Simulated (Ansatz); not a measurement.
# Ca on Pd(111): change of the work function, part 5 of 6

How does Ca on the fcc site change the work function of Pd(111) as the layer fills?

Ansatz 0.2.0; plane-wave DFT, PBE, Ansatz PAW (the session's first sound run).

So far, work function, upper face (eV): step 2 (the clean slab, PBE) 5.27; step 4 (adsorbate added, k-mesh 6×6×1, coverage 0.25 ML, PBE) 2.13; step 6 (the 0.25 ML cell at another level of theory, functional PBEsol) 2.12; step 7 (the 0.25 ML cell at another level of theory, functional LDA) 2.25; step 8 (the 0.25 ML cell at another level of theory, functional RPBE) 2.04.

## 10. A changed input: magnetization = {"spin_polarized": true}

This step: plane-wave DFT, PBE, Ansatz PAW, but for the change named below (Ansatz 0.2.0).

A run with a changed input: it repeats the earlier run at 0.25 ML with magnetization to spin_polarized: true; its output block differs too.

input.yaml reads:

```yaml
crystal:
  lattice:
    - [5.5012907577, 0.0, 0.0]
    - [2.7506453788, 4.7642575497, 0.0]
    - [0.0, 0.0, 27.7449199801]
  atoms:
    - { symbol: Pd, position: [0.0, 0.0, 0.3243837072], spin: 0.2 }
    - { symbol: Pd, position: [0.1666666667, 0.1666666667, 0.4053315906], spin: 0.2 }
    - { symbol: Pd, position: [0.3333333333, 0.3333333333, 0.4880131136], spin: 0.2 }
    - { symbol: Pd, position: [0.0, 0.0, 0.5710458114], spin: 0.2 }
    - { symbol: Pd, position: [0.0, 0.5, 0.3243837072], spin: 0.2 }
    - { symbol: Pd, position: [0.1666666667, 0.6666666667, 0.4053315906], spin: 0.2 }
    - { symbol: Pd, position: [0.3333333333, 0.8333333333, 0.4880131136], spin: 0.2 }
    - { symbol: Pd, position: [0.0, 0.5, 0.5710458114], spin: 0.2 }
    - { symbol: Pd, position: [0.5, 0.0, 0.3243837072], spin: 0.2 }
    - { symbol: Pd, position: [0.6666666667, 0.1666666667, 0.4053315906], spin: 0.2 }
    - { symbol: Pd, position: [0.8333333333, 0.3333333333, 0.4880131136], spin: 0.2 }
    - { symbol: Pd, position: [0.5, 0.0, 0.5710458114], spin: 0.2 }
    - { symbol: Pd, position: [0.5, 0.5, 0.3243837072], spin: 0.2 }
    - { symbol: Pd, position: [0.6666666667, 0.6666666667, 0.4053315906], spin: 0.2 }
    - { symbol: Pd, position: [0.8333333333, 0.8333333333, 0.4880131136], spin: 0.2 }
    - { symbol: Pd, position: [0.5, 0.5, 0.5710458114], spin: 0.2 }
    - { symbol: Ca, position: [0.1666666667, 0.1666666667, 0.6756162928], spin: 0.2 }
kpoints:
  mp_grid: { grid: [6, 6, 1] }
hamiltonian:
  xc: pbe
scf:
  occupations: { method: fermi_dirac, width: 0.1 }
  convergence: { dr2_threshold: 1.0e-08 }
efield:
  axis: 3
  dipole_correction: true
  ramp_position: 0.97
  ramp_width: 0.06
relax:
  f_tol: 0.02
  max_steps: 60
  constraints: [{ sites: [0, 1, 4, 5, 8, 9, 12, 13] }]
output:
  bader: true
  dos: { projected: true, e_range: [-8, 4] }
  write_potential: true
  write_density: true
  volumetric_format: npy
magnetization:
  spin_polarized: true
```

Started as:

```bash
ansatz run input.yaml --threads 4 --pin off --max-ram 12288MiB --backend cpu --events-out ev --progress --plain --runs-dir out
```

Numbers of over 12 decimals in the logs are rounded to 6 here.

Log:

```text
[...]
Crystal: 17 atoms, lattice volume = 727.182 Å³
Basis set: ecut = 420 eV, 14151 PW (Γ), exchange–correlation on 80×80×384 points (8 copies of the dense FFT grid, shifted against one another)
Bands: 181, of which v1, the nominal top of the filled ones, is band 149 counted from 1 (148 counted from 0)
Symmetry: 6 space group operations
k-points: 7 of 36 (time reversal used)
[...]
Starting moments: Σ|m| = 3.4 μB on 17 of 17 sites
[...]
SCF iter   1: F=—  HF=-113395.816315 eV  |F-HF|=—  |Δ(HF+E_count)|=         —  Δρ=5.14e-2 (↑5.14e-2 ↓4.68e-2)  dr2=1.17e2  dr2_m=9.73e-2  M=1.991 μB ∫|m|=2.054 μB  β_m=0.30  ethr=3.10e-3  p=0.000 e·Å  D=1.48e-6 V/Å  ΔV_dip=-0.00 eV  dr2_dipole=8.00e0  V_vac-E_F(+/−)=2.65/2.65 eV  ⟨swp⟩=9.4  Hψ=11630  notcnv=0  defer=58
[...]
spin=Collinear: LDOS preconditioning applied to the charge; magnetization (m = ρ↑ − ρ↓) channel mixes plain (no charge-response kernel on spin).
SCF iter   2: F=—  HF=-113382.075388 eV  |F-HF|=—  |Δ(HF+E_count)|=    1.37e1  Δρ=2.17e-2 (↑2.17e-2 ↓2.00e-2)  dr2=3.97e1  dr2_m=5.16e-2  M=1.920 μB ∫|m|=2.017 μB  β_m=0.30  ethr=3.10e-3  p=0.099 e·Å  D=2.47e-2 V/Å  ΔV_dip=-0.68 eV  dr2_dipole=5.01e0  V_vac-E_F(+/−)=2.67/3.35 eV  ⟨swp⟩=2.6  Hψ=5308  notcnv=0  defer=86  κ⁻¹=1.0e0(r=1)
[...]
SCF iter   9: F=—  HF=-113379.453269 eV  |F-HF|=—  |Δ(HF+E_count)|=   6.55e-4  Δρ=7.92e-4 (↑7.92e-4 ↓7.60e-4)  dr2=6.84e-4  dr2_m=3.96e-3  M=1.394 μB ∫|m|=1.507 μB  β_m=1.20  ethr=6.68e-7  p=0.350 e·Å  D=8.71e-2 V/Å  ΔV_dip=-2.42 eV  dr2_dipole=9.03e-5  V_vac-E_F(+/−)=2.82/5.24 eV  ⟨swp⟩=2.0  Hψ=3488  notcnv=0  defer=128
[...]
spin-set hold released at iteration 9 (site moments contracting): the magnetisation degrees of freedom join the quasi-Newton model from the next iteration; the mixer history was flushed
SCF iter  10: F=—  HF=-113379.453882 eV  |F-HF|=—  |Δ(HF+E_count)|=   6.13e-4  Δρ=3.11e-4 (↑3.11e-4 ↓2.96e-4)  dr2=3.90e-4  dr2_m=5.86e-4  M=1.229 μB ∫|m|=1.339 μB  β_m=0.40  ethr=2.30e-7  p=0.349 e·Å  D=8.70e-2 V/Å  ΔV_dip=-2.41 eV  dr2_dipole=2.31e-5  V_vac-E_F(+/−)=2.83/5.24 eV  ⟨swp⟩=2.4  Hψ=4156  notcnv=0  defer=128
density mixer auto → msr1: a metal under ldos (density of states about μ 2.60 of a free-electron gas's, 152 screened modes)
SCF iter  11: F=—  HF=-113379.454859 eV  |F-HF|=—  |Δ(HF+E_count)|=   9.77e-4  Δρ=2.40e-4 (↑2.37e-4 ↓2.40e-4)  dr2=1.98e-4  dr2_m=3.64e-4  M=1.082 μB ∫|m|=1.184 μB  β_m=0.27  ethr=1.31e-7  p=0.349 e·Å  D=8.67e-2 V/Å  ΔV_dip=-2.41 eV  dr2_dipole=1.18e-6  V_vac-E_F(+/−)=2.83/5.24 eV  ⟨swp⟩=2.0  Hψ=3247  notcnv=0  defer=128
[...]
SCF iter  23: F=-113379.460040 eV  HF=-113379.460040 eV  |F-HF|=1.72e-9  |Δ(HF+E_count)|=   1.41e-9  Δρ=2.08e-7 (↑1.94e-7 ↓2.08e-7)  dr2=2.20e-9  dr2_m=1.86e-10  M=0.000 μB ∫|m|=0.000 μB  ethr=1.76e-12  p=0.347 e·Å  D=8.64e-2 V/Å  ΔV_dip=-2.40 eV  dr2_dipole=6.88e-11  V_vac-E_F(+/−)=2.83/5.23 eV  ⟨swp⟩=7.4  Hψ=13306  notcnv=0
WARN: the starting moments were not kept: the SCF closed with an absolute magnetisation of 3.2e-4 μB, where they sum to 3.4 μB in size (17 sites). That is at most 0.1 of that sum. Measured as dr2_m measures the in/out step, that magnetisation stands 4.2e-9 eV from none, at or under the dr2_threshold of 1.0e-8 eV: it is no larger than a step whose dr2_m would equal this threshold. The system may hold no moment; this S [...]
SCF 1 converged in 23 iterations: F = -113379.460040 eV  dr2 = 2.20e-9
[...]
relax step   1: F+E_penalty+E_count = -113379.46003955 eV  Δ(F+E_penalty+E_count) = +0.000e0 eV  max|allowed force component| = 1.842e0 eV/Å  Δτ_max = 0.0000 Å  (23 SCF iters, accepted)
[...]
Starting moments: Σ|m| = 3.4 μB on 17 of 17 sites; this step starts from the density that it was given
[...]
SCF iter  13: F=-113379.880207 eV  HF=-113379.880207 eV  |F-HF|=2.47e-9  |Δ(HF+E_count)|=   1.09e-8  Δρ=2.45e-7 (↑2.44e-7 ↓2.45e-7)  dr2=1.89e-9  dr2_m=2.51e-10  M=0.000 μB ∫|m|=0.000 μB  ethr=2.81e-12  p=0.373 e·Å  D=9.28e-2 V/Å  ΔV_dip=-2.57 eV  dr2_dipole=2.83e-10  V_vac-E_F(+/−)=2.66/5.23 eV  ⟨swp⟩=5.9  Hψ=13813  notcnv=0
the starting moments were not kept: the SCF closed with an absolute magnetisation of 4.7e-4 μB, where they sum to 3.4 μB in size (17 sites). That is at most 0.1 of that sum. Measured as dr2_m measures the in/out step, that magnetisation stands 7.5e-9 eV from none, at or under the dr2_threshold of 1.0e-8 eV: it is no larger than a step whose dr2_m would equal this threshold.
SCF 2 converged in 13 iterations: F = -113379.880207 eV  dr2 = 1.89e-9
[...]
relax step   2: F+E_penalty+E_count = -113379.88020676 eV  Δ(F+E_penalty+E_count) = -4.202e-1 eV  max|allowed force component| = 1.759e0 eV/Å  Δτ_max = 0.1949 Å  (13 SCF iters, accepted)
SCF iter   1: F=—  HF=-113380.255983 eV  |F-HF|=—  |Δ(HF+E_count)|=         —  Δρ=2.00e-3 (↑2.00e-3 ↓1.79e-3)  dr2=4.76e-1  dr2_m=2.28e-3  M=-0.002 μB ∫|m|=0.021 μB  β_m=0.30  ethr=1.00e-3  p=0.373 e·Å  D=9.28e-2 V/Å  ΔV_dip=-2.57 eV  dr2_dipole=7.30e-2  V_vac-E_F(+/−)=2.67/5.24 eV  ⟨swp⟩=6.7  Hψ=8740  notcnv=0  defer=136
[...]
SCF iter  12: F=-113380.232383 eV  HF=-113380.232383 eV  |F-HF|=3.39e-9  |Δ(HF+E_count)|=   2.34e-8  Δρ=3.56e-7 (↑2.81e-7 ↓3.56e-7)  dr2=3.91e-9  dr2_m=2.33e-10  M=0.000 μB ∫|m|=0.000 μB  ethr=3.36e-12  p=0.404 e·Å  D=1.01e-1 V/Å  ΔV_dip=-2.79 eV  dr2_dipole=7.07e-11  V_vac-E_F(+/−)=2.44/5.23 eV  ⟨swp⟩=6.1  Hψ=13841  notcnv=0
[...]
SCF 3 converged in 12 iterations: F = -113380.232383 eV  dr2 = 3.91e-9
relax step   3: F+E_penalty+E_count = -113380.23238342 eV  Δ(F+E_penalty+E_count) = -3.522e-1 eV  max|allowed force component| = 1.293e0 eV/Å  Δτ_max = 0.1960 Å  (12 SCF iters, accepted)
[...]
relax step   4: F+E_penalty+E_count = -113380.42198990 eV  Δ(F+E_penalty+E_count) = -1.896e-1 eV  max|allowed force component| = 4.219e-1 eV/Å  Δτ_max = 0.1949 Å  (12 SCF iters, accepted)
[...]
relax step   5: F+E_penalty+E_count = -113380.46545248 eV  Δ(F+E_penalty+E_count) = -4.346e-2 eV  max|allowed force component| = 1.212e-1 eV/Å  Δτ_max = 0.1294 Å  (13 SCF iters, accepted)
SCF iter   1: F=—  HF=-113380.472990 eV  |F-HF|=—  |Δ(HF+E_count)|=         —  Δρ=9.74e-4 (↑9.74e-4 ↓7.79e-4)  dr2=3.86e-2  dr2_m=2.60e-4  M=-0.000 μB ∫|m|=0.005 μB  β_m=0.30  ethr=7.41e-5  p=0.446 e·Å  D=1.11e-1 V/Å  ΔV_dip=-3.08 eV  dr2_dipole=7.16e-3  V_vac-E_F(+/−)=2.15/5.23 eV  ⟨swp⟩=3.0  Hψ=5490  notcnv=0  defer=178
[...]
SCF iter  11: F=-113380.468871 eV  HF=-113380.468871 eV  |F-HF|=3.87e-9  |Δ(HF+E_count)|=   1.19e-8  Δρ=2.82e-7 (↑2.82e-7 ↓2.81e-7)  dr2=5.56e-9  dr2_m=1.21e-11  M=-0.000 μB ∫|m|=0.000 μB  ethr=3.36e-12  p=0.450 e·Å  D=1.12e-1 V/Å  ΔV_dip=-3.10 eV  dr2_dipole=7.72e-12  V_vac-E_F(+/−)=2.13/5.23 eV  ⟨swp⟩=7.0  Hψ=13148  notcnv=0
[...]
SCF 6 converged in 11 iterations: F = -113380.468871 eV  dr2 = 5.56e-9
relax step   6: F+E_penalty+E_count = -113380.46887146 eV  Δ(F+E_penalty+E_count) = -3.419e-3 eV  max|allowed force component| = 9.304e-3 eV/Å  Δτ_max = 0.0559 Å  (11 SCF iters, accepted)
[...]
SCF converged after 11 iterations
Magnetization: -0.0001 μB (149.0000 up, 149.0000 down)
Absolute magnetization: 0.0001 μB (∫|ρ↑−ρ↓|, with the PAW one-centre terms)
[...]
Per-site moments (μB) at R_I (Å): [(-5.191816420949791e-6, 1.134641), (-6.660563173957384e-6, 1.134641), (-4.452690783154843e-6, 1.127500), (-1.409381522126014e-6, 1.113260), (-5.191816420773401e-6, 1.134641), (-6.963088226357834e-6, 1.134641), (-4.452690783191584e-6, 1.127500), (-1.4093815220871706e-6, 1.113260), (-5.191816420876798e-6, 1.134641), (-6.963088226146145e-6, 1.134641), (-4.452690783170034e-6, 1.127500), (-1.4093815220236865e-6, 1.113260), (-5.314507412278264e-6, 1.134641), (-6.9630882264426846e-6, 1.134641), (-4.749242066469133e-6, 1.134906), (-1.1738891096352915e-6, 1.137767), (2.942774547080911e-8, 1.113260)]
Free energy (F): -113380.468871 eV
[...]
Internal energy: -113379.485254 eV  (E = F + TS)
E sigma→0 (E₀):  -113379.977063 eV
Entropy (-TS):   -0.983617 eV (-57.860 meV/atom)
Fermi energy:    4.454535 eV
Dipole field:    D = 0.111865 V/Å  (p = 0.449549 e·Å, saw-weighted, corrected)
Work function:   Φ+ = 2.1270 eV   Φ− = 5.2307 eV
[...]
--- Forces (eV/Å), atoms counted from 1 ---
  atom   1  Pd     0.00812646     0.00469181    -0.30451188
  atom   2  Pd     0.00000000    -0.00000000     0.39664472
  atom   3  Pd     0.00069757     0.00040274    -0.00102792
  atom   4  Pd    -0.00805778    -0.00465216     0.00258197
  atom   5  Pd     0.00000000    -0.00938363    -0.30451188
  atom   6  Pd     0.05675279    -0.03276624     0.26886057
  atom   7  Pd     0.00000000    -0.00080548    -0.00102792
  atom   8  Pd    -0.00000000     0.00930432     0.00258197
  atom   9  Pd    -0.00812646     0.00469181    -0.30451188
  atom  10  Pd    -0.00000000     0.06553248     0.26886057
  atom  11  Pd    -0.00069757     0.00040274    -0.00102792
  atom  12  Pd     0.00805778    -0.00465216     0.00258197
  atom  13  Pd    -0.00000000     0.00000000    -0.29440042
  atom  14  Pd    -0.05675279    -0.03276624     0.26886057
  atom  15  Pd     0.00000000    -0.00000000     0.00291730
  atom  16  Pd    -0.00000000     0.00000000    -0.00694980
  atom  17  Ca    -0.00000000     0.00000000     0.00408145
  max |Σ_I F_I| component: 1.49e-6 eV/Å
--- Band table (eV; the first three rows and the last of 14) ---
  k-point 0 ↑: bands = [... 145 lower, 4.6303, 4.6979, 4.6979, 4.7051, 4.7934, 4.7934, 4.7980, 5.0606, ... 28 higher]
  k-point 1 ↑: bands = [... 145 lower, 4.4529, 4.4701, 4.5029, 4.5240, 4.6010, 4.6035, 4.6197, 5.0830, ... 28 higher]
  k-point 2 ↑: bands = [... 145 lower, 4.1420, 4.2256, 4.3404, 4.3701, 4.3719, 4.4030, 4.5816, 4.6040, ... 28 higher]
  k-point 6 ↓: bands = [... 145 lower, 4.1795, 4.2121, 4.2209, 4.2225, 4.2450, 4.2858, 4.2927, 4.3030, ... 28 higher]
--- Relaxed structure (6 steps of the walk, 6 accepted, 0 SCFs on fresh bases) ---
  F+E_penalty+E_count = -113380.46887146 eV   max|allowed force component| = 9.304e-3 eV/Å
  atoms:
[...]
- { symbol: Pd, position: [0.166667, 0.166667, 0.405332] }
    - { symbol: Pd, position: [0.334382, 0.334382, 0.488995] }
    - { symbol: Pd, position: [-0.00278446, -0.00278446, 0.571322] }
    - { symbol: Pd, position: [-5.551115123125783e-17, 0.500000, 0.3243837072] }
    - { symbol: Pd, position: [0.166667, 0.666667, 0.405332] }
    - { symbol: Pd, position: [0.334382, 0.831235, 0.488995] }
    - { symbol: Pd, position: [-0.00278446, 0.505569, 0.571322] }
    - { symbol: Pd, position: [0.500000, -1.7959490104491818e-17, 0.3243837072] }
    - { symbol: Pd, position: [0.666667, 0.166667, 0.405332] }
    - { symbol: Pd, position: [0.831235, 0.334382, 0.488995] }
    - { symbol: Pd, position: [0.505569, -0.00278446, 0.571322] }
    - { symbol: Pd, position: [0.500000, 0.500000, 0.3243837072] }
    - { symbol: Pd, position: [0.666667, 0.666667, 0.405332] }
    - { symbol: Pd, position: [0.833333, 0.833333, 0.486882] }
    - { symbol: Pd, position: [0.500000, 0.500000, 0.578623] }
    - { symbol: Ca, position: [0.166667, 0.166667, 0.649266] }
--- Bader charges: 17 sites ---
  site symbol  charge [e]  shift [e]    m [muB]
     0     Pd     -0.0279     0.0000     0.0000
     1     Pd      0.0325     0.0000     0.0000
     2     Pd      0.0096     0.0000     0.0000
     3     Pd     -0.2993     0.0000     0.0000
     4     Pd     -0.0279     0.0000     0.0000
     5     Pd      0.0298     0.0000     0.0000
     6     Pd      0.0096     0.0000     0.0000
     7     Pd     -0.2993     0.0000     0.0000
     8     Pd     -0.0279     0.0000     0.0000
     9     Pd      0.0298     0.0000     0.0000
    10     Pd      0.0096     0.0000     0.0000
    11     Pd     -0.2994     0.0000     0.0000
    12     Pd     -0.0277     0.0000     0.0000
    13     Pd      0.0298     0.0000     0.0000
    14     Pd     -0.0028     0.0000     0.0000
    15     Pd     -0.2614     0.0000     0.0000
    16     Ca      1.1232     0.0000     0.0000
  estimated error of the sums over rays = 4.0e-4 e
```

Elapsed: 9.2 min, on 4 threads of Arm Neoverse V1, shared host; peak memory 3.7 GiB.

Relaxation path:

```
step  energy less that of the first step (eV)  largest force component (eV/Å)
   1                                   0.0000                          1.8420
   2                                  -0.4202                          1.7589
   3                                  -0.7723                          1.2925
   4                                  -0.9619                          0.4219
   5                                  -1.0054                          0.1212
   6                                  -1.0088                          0.0093
```

The run keeps the 6 symmetry operations that it works with, so distortions that break them were not tested.

The atoms that moved most (Å):

```
atom      dx      dy      dz  length
Ca17   0.000   0.000  -0.731   0.731
Pd16   0.000   0.000   0.210   0.210
Pd15   0.000   0.000  -0.031   0.031
Pd11  -0.009   0.005   0.027   0.029
 Pd7   0.000  -0.010   0.027   0.029
 Pd3   0.009   0.005   0.027   0.029
 Pd4  -0.023  -0.013   0.008   0.028
 Pd8   0.000   0.027   0.008   0.028
```

The relaxed structure:

```cif
data_structure
_symmetry_space_group_name_H-M 'P 1'
_symmetry_Int_Tables_number 1
_cell_length_a 5.5013
_cell_length_b 5.5013
_cell_length_c 27.7449
_cell_angle_alpha 90.000
_cell_angle_beta 90.000
_cell_angle_gamma 60.000
_cell_volume 727.18
loop_
_atom_site_label
_atom_site_type_symbol
_atom_site_fract_x
_atom_site_fract_y
_atom_site_fract_z
_atom_site_occupancy
Pd1 Pd 0.00000 0.00000 0.32438 1
Pd2 Pd 0.16667 0.16667 0.40533 1
Pd3 Pd 0.33438 0.33438 0.48899 1
Pd4 Pd 0.99722 0.99722 0.57132 1
Pd5 Pd 0.00000 0.50000 0.32438 1
Pd6 Pd 0.16667 0.66667 0.40533 1
Pd7 Pd 0.33438 0.83124 0.48899 1
Pd8 Pd 0.99722 0.50557 0.57132 1
Pd9 Pd 0.50000 0.00000 0.32438 1
Pd10 Pd 0.66667 0.16667 0.40533 1
Pd11 Pd 0.83124 0.33438 0.48899 1
Pd12 Pd 0.50557 0.99722 0.57132 1
Pd13 Pd 0.50000 0.50000 0.32438 1
Pd14 Pd 0.66667 0.66667 0.40533 1
Pd15 Pd 0.83333 0.83333 0.48688 1
Pd16 Pd 0.50000 0.50000 0.57862 1
Ca17 Ca 0.16667 0.16667 0.64927 1
```

Numbers from this step:

| Property | Result |
| --- | --- |
| energy at zero smearing | -113379.9771 eV |
| work function, upper face | 2.127 eV |
| work function, lower face | 5.231 eV |
| dipole along the normal | 0.4495 e·Å |
| step between the vacuum levels | -3.104 eV |

The density of states has structure finer than the step of the table below, so its rows give means over 0.25 eV, whole bins alone (the curve runs from -8 to 1.98 eV). Peaks (eV: height): total -3.190: 60.9, -2.440: 57.9, -2.290: 58.8, -1.680: 60.0, -1.470: 63.7, -1.110: 62.2, -0.210: 70.8; up = down -3.190: 30.4, -2.440: 29.0, -2.290: 29.4, -1.680: 30.0, -1.470: 31.8, -1.110: 31.1, -0.210: 35.4.

Density of states against energy, zero at the Fermi level; means over each step; values in states/eV a cell:

```
energy (eV)  total  up = down
      -6.75      0          0
      -6.50  0.501      0.251
      -6.25  0.977      0.488
      -6.00   1.06      0.530
      -5.75   1.12      0.559
      -5.50   2.03       1.02
      -5.25   3.19       1.60
      -5.00   5.53       2.77
      -4.75   18.5       9.26
      -4.50   29.7       14.8
      -4.25   37.5       18.8
      -4.00   28.7       14.3
      -3.75   27.6       13.8
      -3.50   25.9       12.9
      -3.25   33.8       16.9
      -3.00   27.1       13.5
      -2.75   33.4       16.7
      -2.50   43.9       22.0
      -2.25   44.4       22.2
      -2.00   36.6       18.3
      -1.75   30.7       15.4
      -1.50   32.2       16.1
      -1.25   28.6       14.3
      -1.00   43.3       21.6
      -0.75   34.3       17.2
      -0.50   31.4       15.7
      -0.25   43.0       21.5
       0.00   31.4       15.7
       0.25   10.9       5.44
       0.50   3.45       1.73
       0.75   6.33       3.17
       1.00   7.87       3.93
       1.25   7.68       3.84
       1.50   4.29       2.15
       1.75   4.18       2.09
```

Projected DOS per atom over height of the atomic layer and energy from the Fermi level. Layers: Pd4 Pd4 Pd4 Pd4 Ca from below.

Values in states/eV, 22 rows by 5 columns, each cell a mean:
```
0.03 0.02 0.03 0.04 0.09
0.08 0.07 0.06 0.07 0.17
0.08 0.09 0.12 0.12 0.40
0.31 0.26 0.22 0.16 0.43
2.15 2.36 2.18 1.30 0.37
2.16 1.93 1.82 1.83 0.23
2.62 1.70 2.09 2.54 0.33
1.98 1.42 1.92 2.09 0.30
2.24 1.37 1.44 2.32 0.36
2.81 2.48 2.34 2.76 0.32
1.99 2.20 1.99 2.27 0.21
1.25 1.37 1.62 1.75 0.09
1.55 1.46 1.61 1.86 0.05
1.61 2.50 2.15 1.61 0.11
0.80 2.17 1.86 0.82 0.20
0.12 0.38 0.30 0.14 0.18
0.02 0.03 0.03 0.02 0.10
0.01 0.00 0.00 0.01 0.03
0.00 0.00 0.00 0.00 0.02
0.00 0.00 0.00 0.00 0.00
0.00 0.00 0.00 0.00 0.00
0.00 0.00 0.00 0.00 0.00
```
Columns: height of the atomic layer (Å) from 9 to 18.0 (not evenly spaced); rows upwards: energy from the Fermi level (eV) from -7.96 to 1.95.

Projected DOS per atom, spin up over height of the atomic layer and energy from the Fermi level. Layers: Pd4 Pd4 Pd4 Pd4 Ca from below.

Values in states/eV, 22 rows by 5 columns, each cell a mean:
```
0.01 0.01 0.01 0.02 0.04
0.04 0.03 0.03 0.04 0.09
0.04 0.04 0.06 0.06 0.20
0.15 0.13 0.11 0.08 0.22
1.07 1.18 1.09 0.65 0.19
1.08 0.96 0.91 0.92 0.11
1.31 0.85 1.05 1.27 0.16
0.99 0.71 0.96 1.05 0.15
1.12 0.68 0.72 1.16 0.18
1.40 1.24 1.17 1.38 0.16
1.00 1.10 1.00 1.14 0.11
0.63 0.68 0.81 0.87 0.05
0.77 0.73 0.81 0.93 0.03
0.81 1.25 1.08 0.81 0.05
0.40 1.09 0.93 0.41 0.10
0.06 0.19 0.15 0.07 0.09
0.01 0.02 0.01 0.01 0.05
0.00 0.00 0.00 0.00 0.02
0.00 0.00 0.00 0.00 0.01
0.00 0.00 0.00 0.00 0.00
0.00 0.00 0.00 0.00 0.00
0.00 0.00 0.00 0.00 0.00
```
Columns: height of the atomic layer (Å) from 9 to 18.0 (not evenly spaced); rows upwards: energy from the Fermi level (eV) from -7.96 to 1.95.

Projected DOS per atom, spin down over height of the atomic layer and energy from the Fermi level. Layers: Pd4 Pd4 Pd4 Pd4 Ca from below.

Ten even steps from '0' (0.00 states/eV) to '9' (1.40 states/eV), each cell a mean:
```
00000
00000
00001
10001
78741
76660
96791
75671
74581
98891
77780
44560
55560
58750
27620
01100
00000
00000
00000
00000
00000
00000
```
Columns: height of the atomic layer (Å) from 9 to 18.0 (not evenly spaced); rows upwards: energy from the Fermi level (eV) from -7.96 to 1.95.

```
                      quantity  this run  earlier run  difference
work function, upper face (eV)     2.127        2.127     -2.4e-5
work function, lower face (eV)     5.231        5.231      1.8e-5
 dipole along the normal (e·Å)    0.4495       0.4495      6.1e-6
```

Nothing in the table moves by 0.01 in its unit (for the dipole 0.5 % and 5e-5 e·Å). The run took 84 SCF cycles against 73.

(Part 5 of 6 ends here.)

[Logs are printed without paths, hosts, clocks, repeated set-up lines and the standing remarks that a program may print on its own settings, such as how far it seeks lower states.]

[Hosts, paths, dates, database ids (printed as entryN), source tags and the programs' standing remarks are cut or masked in the printed files.]

[Maps of the electrostatic potential energy from Ansatz leave out the sawtooth potential of an applied field or a dipole correction, so their vacuum need not be flat; planar profiles and work functions include it.]

[The density of states shown here was stored with 400 of the rows of the run's finer table, so its peaks can read low, often by over a quarter, or be missed, and its means over a window can be off by a tenth or more.]
